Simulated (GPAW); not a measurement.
## Mg/Ir(111): work function by functional and basis

How far do functional and basis move the work function of Mg/Ir(111)?

Method: GPAW, PAW setups; slab in vacuum, relaxation, in the first sound run; inputs show where later runs differ, in GPAW 26.7.0.

This is a report of a sequence of runs, with most program output left out.

## Step 1: The structure

The cell holds 5 atoms: 4 Ir and 1 Mg. Cell: a = 2.715 Å, b = 2.715 Å, c = 23.612 Å, α = 90.0°, β = 90.0°, γ = 60.0°. Vacuum lies along c.

## Step 2: Relaxation

Forces are removed first; all later runs use this geometry. The lowest 2 atoms are held at bulk positions and keep their forces.

run.py

```python
import json
import numpy as np
from ase import Atoms
from ase.constraints import FixAtoms
from ase.optimize import BFGS
from gpaw import GPAW, PW

slab = Atoms(
    ['Ir', 'Ir', 'Ir', 'Ir', 'Mg'],
    positions=[
        [0.00000, 0.00000, 7.00000],
        [1.35765, 0.78384, 9.21703],
        [2.71529, 1.56767, 11.43405],
        [0.00000, 0.00000, 13.65108],
        [0.00000, 0.00000, 16.61208]],
    cell=[[2.71529, 0.0, 0.0], [1.35765, 2.35151, 0.0], [0.0, 0.0, 23.61208]],
    pbc=[True, True, False])

slab.calc = GPAW(mode=PW(400), xc='PBE', kpts={'size': (13, 13, 1), 'gamma': True},
                 occupations={'name': 'fermi-dirac', 'width': 0.1}, nbands='200%',
                 convergence={'density': 1e-05}, maxiter=200,
                 poissonsolver={'dipolelayer': 'xy'},
                 symmetry={'tolerance': 1e-3, 'extra_ids': [1, 1, 0, 0, 0]}, txt='slab.txt')
result = {}
slab.set_constraint(FixAtoms([0, 1]))
path = []
opt = BFGS(slab, maxstep=0.2)
opt.attach(lambda: path.append((slab.get_potential_energy(), slab.positions.tolist(), slab.get_forces().tolist())))
result['relaxed'] = bool(opt.run(fmax=0.03, steps=40))
result['path'] = path
energy = slab.get_potential_energy()
fermi = slab.calc.get_fermi_level()
v = slab.calc.get_electrostatic_potential().mean((0, 1)) - fermi
n = slab.calc.get_pseudo_density().mean((0, 1))
L = slab.cell[2, 2]
z = np.arange(len(v)) * L / len(v)
low, high = slab.positions[:, 2].min(), slab.positions[:, 2].max()
below, above = np.interp([low - 4.8, high + 4.8], z, v)
slopes = [np.interp(x, z, np.gradient(v, z)) for x in (low - 4.8, high + 4.8)]
eps = np.array([[slab.calc.get_eigenvalues(k, s) for k in range(len(slab.calc.get_ibz_k_points()))]
                for s in range(slab.calc.get_number_of_spins())]) - fermi
top, bottom = eps[eps < 0].max(), eps[eps > 0].min()
dipole = slab.get_dipole_moment()[2]
print(f'energy {energy:.4f} eV, Fermi level {fermi:.4f} eV, dipole {dipole:.5f} e A')
print(f'potential 4.8 A off the faces, from the Fermi level: lower {below:.4f} eV, upper {above:.4f} eV')
print(f'slope of the potential there: lower {slopes[0]:.5f}, upper {slopes[1]:.5f} eV/A')
print(f'nearest levels on the mesh: {top:.4f} and {bottom:.4f} eV')
print('magnetic moment', round(slab.get_magnetic_moment(), 3))
result.update(energy=energy, fermi=fermi, dipole=dipole, below=below, above=above, slopes=slopes, edges=[top, bottom],
              z=z.tolist(), v=v.tolist(), n=n.tolist(), positions=slab.positions.tolist(),
              forces=slab.get_forces(apply_constraint=False).tolist(), moments=slab.get_magnetic_moments().tolist())
json.dump(result, open('result.json', 'w'))
```

Command:

```bash
$ OMP_NUM_THREADS=1 OPENBLAS_NUM_THREADS=1 python run.py
```

The job ended after 21 min (1 thread of Arm Neoverse V2, shared host; peak memory 0.24 GiB).

The steps of the relaxation:

```csv
step,energy less that of the first step (eV),largest force (eV/Å)
1,0.0000,0.5298
2,-0.0077,0.5186
3,-0.0594,0.4474
4,-0.0640,0.3154
5,-0.0733,0.2387
6,-0.0773,0.2142
7,-0.0796,0.2670
8,-0.0825,0.2789
9,-0.0889,0.2368
10,-0.0948,0.1057
11,-0.0963,0.0283
```

The atoms that moved most (Å):

| atom | dx | dy | dz | length |
| --- | --- | --- | --- | --- |
| Mg5 | 0.000 | 0.000 | -0.281 | 0.281 |
| Ir4 | 0.000 | 0.000 | 0.016 | 0.016 |

The relaxed structure:

```
Ir Mg
1.0
     2.71529    0.00000    0.00000
     1.35765    2.35151    0.00000
     0.00000    0.00000   23.61208
Ir Mg
4 1
Direct
  0.00000 0.00000 0.29646
  0.33333 0.33333 0.39035
  0.66667 0.66667 0.48435
  0.00000 0.00000 0.57880
  0.00000 0.00000 0.69162
```

Numbers from this step:

| Quantity | Value |
| --- | --- |
| dipole along the normal | 0.05593 e·Å |
| levels nearest the Fermi level on the mesh | -0.03341, 0.01224 eV from the Fermi level |
| upper work function | 3.912 eV |
| lower work function | 5.493 eV |

The electrostatic potential energy of an electron (without an applied field's), less the Fermi level, planar mean oscillates, so the rows of the table below give means over windows of 2.21 Å about each position, cut where the curve ends. Its maxima inside the range that stand out by 2 % of the span (Å: eV): 1.6: 5.49, 8.1: -1.78, 10.3: -2.01, 12.5: -1.71, 15.0: 1.64. Its minima: 7.0: -30.7, 9.2: -31.3, 11.4: -31.1, 13.7: -30.9, 16.3: -14.9.

The electrostatic potential energy of an electron (without an applied field's), less the Fermi level, planar mean by z; means over each step:

```csv
z (Å),"electrostatic potential energy of an electron (without an applied field's), less the Fermi level, planar mean (eV)"
1.10,5.43
3.31,5.48
5.53,0.650
7.73,-14.6
9.95,-14.9
12.16,-14.6
14.37,-11.5
16.57,-6.58
18.79,3.52
21.00,3.91
23.21,3.97
```

The pseudo valence density, planar mean oscillates, so the rows of the table below give means over windows of 2.32 Å about each position, cut where the curve ends. Its maxima inside the range that stand out by 2 % of the span (Å: e/Å³): 7.0: 2.26, 9.3: 2.25, 11.4: 2.26, 13.7: 2.26, 16.2: 2.00. Its minima: 8.2: 0.393, 10.3: 0.379, 12.4: 0.382, 15.4: 0.127.

Pseudo valence density, planar mean against z; means over each step:

```csv
z (Å),"pseudo valence density, planar mean (e/Å³)"
1.16,0
3.48,8.7e-4
5.80,0.469
8.12,1.11
10.44,1.10
12.76,1.08
15.08,0.547
17.40,0.413
19.72,0.00150
22.04,4.7e-6
```

The relaxation lowered the energy of the cell by 0.0963 eV (energies extrapolated to zero smearing; the optimiser's log prints free energies). The largest force left on a free atom is 0.028 eV/Å.

## Step 3: The slab's potential

With the geometry fixed, the planar mean of the potential gives the vacuum level on each side.

This step: GPAW, PAW setups; slab in vacuum (GPAW 26.7.0).

Changes to run.py since step 2:

```diff
@@ -3,4 +3,2 @@
 from ase import Atoms
-from ase.constraints import FixAtoms
-from ase.optimize import BFGS
 from gpaw import GPAW, PW
@@ -12,5 +10,5 @@
         [1.35765, 0.78384, 9.21703],
-        [2.71529, 1.56767, 11.43405],
-        [0.00000, 0.00000, 13.65108],
-        [0.00000, 0.00000, 16.61208]],
+        [2.71529, 1.56767, 11.43660],
+        [-0.00000, 0.00000, 13.66671],
+        [-0.00000, 0.00000, 16.33069]],
     cell=[[2.71529, 0.0, 0.0], [1.35765, 2.35151, 0.0], [0.0, 0.0, 23.61208]],
@@ -22,10 +20,4 @@
                  poissonsolver={'dipolelayer': 'xy'},
-                 symmetry={'tolerance': 1e-3, 'extra_ids': [1, 1, 0, 0, 0]}, txt='slab.txt')
+                 symmetry={'tolerance': 1e-3}, txt='slab.txt')
 result = {}
-slab.set_constraint(FixAtoms([0, 1]))
-path = []
-opt = BFGS(slab, maxstep=0.2)
-opt.attach(lambda: path.append((slab.get_potential_energy(), slab.positions.tolist(), slab.get_forces().tolist())))
-result['relaxed'] = bool(opt.run(fmax=0.03, steps=40))
-result['path'] = path
 energy = slab.get_potential_energy()
```

Elapsed: 2.1 min, on 1 thread; peak memory 0.24 GiB.

This step gave:

```
dipole along the normal                    : 0.05598 e·Å
levels nearest the Fermi level on the mesh : -0.03343, 0.01225 eV from the Fermi level
upper work function                        : 3.913 eV
lower work function                        : 5.494 eV
```

The electrostatic potential energy of an electron (without an applied field's), less the Fermi level, planar mean by z:

```csv
z (Å),"electrostatic potential energy of an electron (without an applied field's), less the Fermi level, planar mean (eV)"
0.0,4.70
0.5,5.49
1.0,5.49
1.5,5.49
2.0,5.49
2.5,5.49
3.0,5.49
3.5,5.49
4.0,5.47
4.5,5.40
5.0,5.14
5.5,4.11
6.0,0.0389
6.5,-14.5
7.0,-30.6
7.5,-15.0
8.0,-2.15
8.5,-7.58
9.0,-27.3
9.5,-24.9
10.0,-5.82
10.5,-3.13
11.0,-18.2
11.5,-30.9
12.0,-12.8
12.5,-1.91
13.0,-8.65
13.5,-28.5
14.0,-22.1
14.5,-3.35
15.0,1.62
15.5,-1.64
16.0,-10.6
16.5,-13.5
17.0,-4.27
17.5,0.925
18.0,2.94
18.5,3.62
19.0,3.83
19.5,3.89
20.0,3.91
20.5,3.91
21.0,3.91
21.5,3.91
22.0,3.91
22.5,3.91
23.0,3.91
23.5,4.44
```

The pseudo valence density, planar mean oscillates, so the rows of the table below give means over windows of 2.32 Å about each position, cut where the curve ends. Its maxima inside the range that stand out by 2 % of the span (Å: e/Å³): 7.0: 2.26, 9.3: 2.25, 11.4: 2.26, 13.7: 2.26, 16.2: 2.00. Its minima: 8.2: 0.393, 10.3: 0.379, 12.4: 0.382, 15.4: 0.127.

The pseudo valence density, planar mean by z; means over each step:

z (Å), pseudo valence density, planar mean (e/Å³) and a bar:
```
     1.16       0.00 
     3.48       0.00 
     5.80       0.47 #############
     8.12       1.11 ##############################
    10.44       1.10 ##############################
    12.76       1.08 #############################
    15.08       0.55 ###############
    17.40       0.41 ###########
    19.72       0.00 
    22.04       0.00
```

Force by atom:

```
atom  x (eV/Å)  y (eV/Å)  z (eV/Å)   size
 Ir1     0.000     0.000     0.195  0.195
 Ir2     0.000     0.000    -0.190  0.190
 Ir3     0.000     0.000    -0.014  0.014
 Ir4     0.000     0.000    -0.020  0.020
 Mg5     0.000     0.000     0.029  0.029
```

The potential is flat to 0.001 eV/Å where it is read, so the vacuum is wide enough.

## Step 4: Self-consistent run: xc = "RPBE"

The same geometry under RPBE, to see how far the functional moves the levels against the vacuum.

Changes to run.py since step 3:

```diff
@@ -16,3 +16,3 @@
 
-slab.calc = GPAW(mode=PW(400), xc='PBE', kpts={'size': (13, 13, 1), 'gamma': True},
+slab.calc = GPAW(mode=PW(400), xc='RPBE', kpts={'size': (13, 13, 1), 'gamma': True},
                  occupations={'name': 'fermi-dirac', 'width': 0.1}, nbands='200%',
```

The job ended after 2.5 min (1 thread; peak memory 0.24 GiB).

Numbers from this step:

```
dipole along the normal                    : 0.05290 e·Å
levels nearest the Fermi level on the mesh : -0.03407, 0.01808 eV from the Fermi level
upper work function                        : 3.850 eV
lower work function                        : 5.344 eV
```

Electrostatic potential energy of an electron (without an applied field's), less the Fermi level, planar mean against z:

z (Å), electrostatic potential energy of an electron (without an applied field's), less the Fermi level, planar mean (eV) and a bar from the least value:
```
      0.0        4.6 #############################
      0.5        5.3 ##############################
      1.0        5.3 ##############################
      1.5        5.3 ##############################
      2.0        5.3 ##############################
      2.5        5.3 ##############################
      3.0        5.3 ##############################
      3.5        5.3 ##############################
      4.0        5.3 ##############################
      4.5        5.3 ##############################
      5.0        5.0 ##############################
      5.5        4.0 #############################
      6.0       -0.1 ##########################
      6.5      -14.6 ##############
      7.0      -30.7 
      7.5      -15.0 #############
      8.0       -2.2 ########################
      8.5       -7.7 ###################
      9.0      -27.3 ###
      9.5      -24.9 #####
     10.0       -5.9 #####################
     10.5       -3.2 #######################
     11.0      -18.2 ###########
     11.5      -31.0 
     12.0      -12.9 ###############
     12.5       -2.0 ########################
     13.0       -8.7 ##################
     13.5      -28.5 ##
     14.0      -22.1 #######
     14.5       -3.4 #######################
     15.0        1.5 ###########################
     15.5       -1.8 ########################
     16.0      -10.7 #################
     16.5      -13.6 ##############
     17.0       -4.4 ######################
     17.5        0.9 ##########################
     18.0        2.9 ############################
     18.5        3.6 #############################
     19.0        3.8 #############################
     19.5        3.8 #############################
     20.0        3.8 #############################
     20.5        3.8 #############################
     21.0        3.8 #############################
     21.5        3.9 #############################
     22.0        3.9 #############################
     22.5        3.9 #############################
     23.0        3.9 #############################
     23.5        4.4 #############################
```

The pseudo valence density, planar mean oscillates, so the rows of the table below give means over windows of 2.32 Å about each position, cut where the curve ends. Its maxima inside the range that stand out by 2 % of the span (Å: e/Å³): 7.0: 2.26, 9.3: 2.25, 11.4: 2.26, 13.7: 2.26, 16.2: 2.00. Its minima: 8.2: 0.393, 10.3: 0.378, 12.4: 0.381, 15.4: 0.127.

Pseudo valence density, planar mean against z; means over each step:

z (Å), pseudo valence density, planar mean (e/Å³) and a bar:
```
     1.16       0.00 
     3.48       0.00 
     5.80       0.47 #############
     8.12       1.11 ##############################
    10.44       1.10 ##############################
    12.76       1.08 #############################
    15.08       0.55 ###############
    17.40       0.41 ###########
    19.72       0.00 
    22.04       0.00
```

Force by atom:

```csv
atom,x (eV/Å),y (eV/Å),z (eV/Å),size
Ir1,0.000,0.000,-0.004,0.004
Ir2,0.000,0.000,-0.184,0.184
Ir3,0.000,0.000,-0.016,0.016
Ir4,0.000,0.000,0.082,0.082
Mg5,0.000,0.000,0.120,0.120
```

The upper face's work function is 3.850 eV, against 3.913 eV in the first plane-wave PBE run at this geometry.

## Step 5: OptPBE vdW: xc = "optPBE-vdW"

The same geometry under optPBE-vdW, to see how far the functional moves the levels against the vacuum (the van der Waals functionals take revPBE setups).

Changes to run.py since step 4:

```diff
@@ -16,3 +16,3 @@
 
-slab.calc = GPAW(mode=PW(400), xc='RPBE', kpts={'size': (13, 13, 1), 'gamma': True},
+slab.calc = GPAW(mode=PW(400), xc='optPBE-vdW', kpts={'size': (13, 13, 1), 'gamma': True},
                  occupations={'name': 'fermi-dirac', 'width': 0.1}, nbands='200%',
```

The job ended after 2.4 min (1 thread; peak memory 0.36 GiB).

Numbers from this step:

```
dipole along the normal                    : 0.05814 e·Å
levels nearest the Fermi level on the mesh : -0.03929, 0.03790 eV from the Fermi level
upper work function                        : 4.002 eV
lower work function                        : 5.645 eV
```

The electrostatic potential energy of an electron (without an applied field's), less the Fermi level, planar mean oscillates, so the rows of the table below give means over windows of 2.21 Å about each position, cut where the curve ends. Its maxima inside the range that stand out by 2 % of the span (Å: eV): 1.6: 5.65, 8.1: -1.86, 10.3: -2.08, 12.5: -1.78, 15.0: 1.57. Its minima: 7.0: -30.5, 9.2: -31.1, 11.4: -31.0, 13.7: -30.7, 16.3: -14.9.

Electrostatic potential energy of an electron (without an applied field's), less the Fermi level, planar mean against z; means over each step:

z (Å), electrostatic potential energy of an electron (without an applied field's), less the Fermi level, planar mean (eV) and a bar from the least value:
```
     1.10        5.6 ##############################
     3.31        5.6 ##############################
     5.53        0.7 #######################
     7.73      -14.5 
     9.95      -14.9 
    12.16      -14.6 
    14.37      -11.5 #####
    16.57       -6.6 ############
    18.79        3.6 ###########################
    21.00        4.0 ############################
    23.21        4.1 ############################
```

The upper face's work function is 4.002 eV, against 3.913 eV in the first plane-wave PBE run at this geometry.

## Step 6: Self-consistent run: xc = "LDA"

The same geometry under LDA, to see how far the functional moves the levels against the vacuum.

Changes to run.py since step 5:

```diff
@@ -16,3 +16,3 @@
 
-slab.calc = GPAW(mode=PW(400), xc='optPBE-vdW', kpts={'size': (13, 13, 1), 'gamma': True},
+slab.calc = GPAW(mode=PW(400), xc='LDA', kpts={'size': (13, 13, 1), 'gamma': True},
                  occupations={'name': 'fermi-dirac', 'width': 0.1}, nbands='200%',
```

Run time: 2.2 min. Hardware: 1 thread; peak memory 0.24 GiB.

Numbers from this step:

```yaml
dipole_along_the_normal: 0.06364 e·Å
levels_nearest_the_fermi_level_on_the_mesh: -0.03063, 0.008619 eV from the Fermi level
upper_work_function: 4.049 eV
lower_work_function: 5.847 eV
```

The upper face's work function is 4.049 eV, against 3.913 eV in the first plane-wave PBE run at this geometry.

## Step 7: Self-consistent run: xc = "revPBE"

The same geometry under revPBE, to see how far the functional moves the levels against the vacuum.

Changes to run.py since step 6:

```diff
@@ -16,3 +16,3 @@
 
-slab.calc = GPAW(mode=PW(400), xc='LDA', kpts={'size': (13, 13, 1), 'gamma': True},
+slab.calc = GPAW(mode=PW(400), xc='revPBE', kpts={'size': (13, 13, 1), 'gamma': True},
                  occupations={'name': 'fermi-dirac', 'width': 0.1}, nbands='200%',
```

Run time: 2.4 min. Hardware: 1 thread; peak memory 0.24 GiB.

Numbers from this step:

```
dipole along the normal                    : 0.05351 e·Å
levels nearest the Fermi level on the mesh : -0.03386, 0.01709 eV from the Fermi level
upper work function                        : 3.852 eV
lower work function                        : 5.363 eV
```

The upper face's work function is 3.852 eV, against 3.913 eV in the first plane-wave PBE run at this geometry.

## Step 8: Self-consistent run: xc = "vdW-DF2"

The same geometry under vdW-DF2, to see how far the functional moves the levels against the vacuum (the van der Waals functionals take revPBE setups).

Changes to run.py since step 7:

```diff
@@ -16,3 +16,3 @@
 
-slab.calc = GPAW(mode=PW(400), xc='revPBE', kpts={'size': (13, 13, 1), 'gamma': True},
+slab.calc = GPAW(mode=PW(400), xc='vdW-DF2', kpts={'size': (13, 13, 1), 'gamma': True},
                  occupations={'name': 'fermi-dirac', 'width': 0.1}, nbands='200%',
```

It took 5.1 min on 1 thread; peak memory 0.36 GiB.

This step gave:

```
dipole along the normal                    : 0.06049 e·Å
levels nearest the Fermi level on the mesh : -0.04520, 0.03095 eV from the Fermi level
upper work function                        : 4.002 eV
lower work function                        : 5.711 eV
```

The upper face's work function is 4.002 eV, against 3.913 eV in the first plane-wave PBE run at this geometry.

## Step 9: Real-space grid: mode = "fd"

A real-space grid is a second complete basis, so it checks the plane-wave result.

Changes to run.py since step 8:

```diff
@@ -3,3 +3,3 @@
 from ase import Atoms
-from gpaw import GPAW, PW
+from gpaw import GPAW
 
@@ -16,3 +16,3 @@
 
-slab.calc = GPAW(mode=PW(400), xc='vdW-DF2', kpts={'size': (13, 13, 1), 'gamma': True},
+slab.calc = GPAW(mode='fd', h=0.18, xc='PBE', kpts={'size': (13, 13, 1), 'gamma': True},
                  occupations={'name': 'fermi-dirac', 'width': 0.1}, nbands='200%',
```

It took 9.2 min on 1 thread; peak memory 0.79 GiB.

Numbers from this step:

| Property | Result |
| --- | --- |
| dipole along the normal | 0.05594 e·Å |
| levels nearest the Fermi level on the mesh | -0.03367, 0.01188 eV from the Fermi level |
| upper work function | 3.912 eV |
| lower work function | 5.495 eV |

The electrostatic potential energy of an electron (without an applied field's), less the Fermi level, planar mean oscillates, so the rows of the table below give means over windows of 2.24 Å about each position, cut where the curve ends. Its maxima inside the range that stand out by 2 % of the span (Å: eV): 1.2: 5.49, 8.1: -1.82, 10.3: -2.06, 12.5: -1.75, 15.0: 1.65. Its minima: 7.0: -30.8, 9.2: -31.5, 11.4: -31.4, 13.7: -30.9, 16.4: -14.8.

Table of electrostatic potential energy of an electron (without an applied field's), less the Fermi level, planar mean by z; means over each step:

z (Å), electrostatic potential energy of an electron (without an applied field's), less the Fermi level, planar mean (eV) and a bar from the least value:
```
     1.12        5.5 ##############################
     3.36        5.5 ##############################
     5.60       -0.4 #####################
     7.84      -14.7 
    10.08      -15.0 
    12.32      -14.7 
    14.56       -9.8 ########
    16.80       -6.0 #############
    19.04        3.7 ###########################
    21.28        3.9 ############################
    23.52        3.9 ############################
```

The upper face's work function is 3.912 eV, against 3.913 eV in the first plane-wave PBE run at this geometry.

[end of part 1 of 2]

[Logs are printed without paths, hosts, clocks, repeated set-up lines and the standing remarks that a program may print on its own settings, such as how far it seeks lower states.]

[Hosts, paths, dates, database ids (printed as entryN), source tags and the programs' standing remarks are cut or masked in the printed files.]
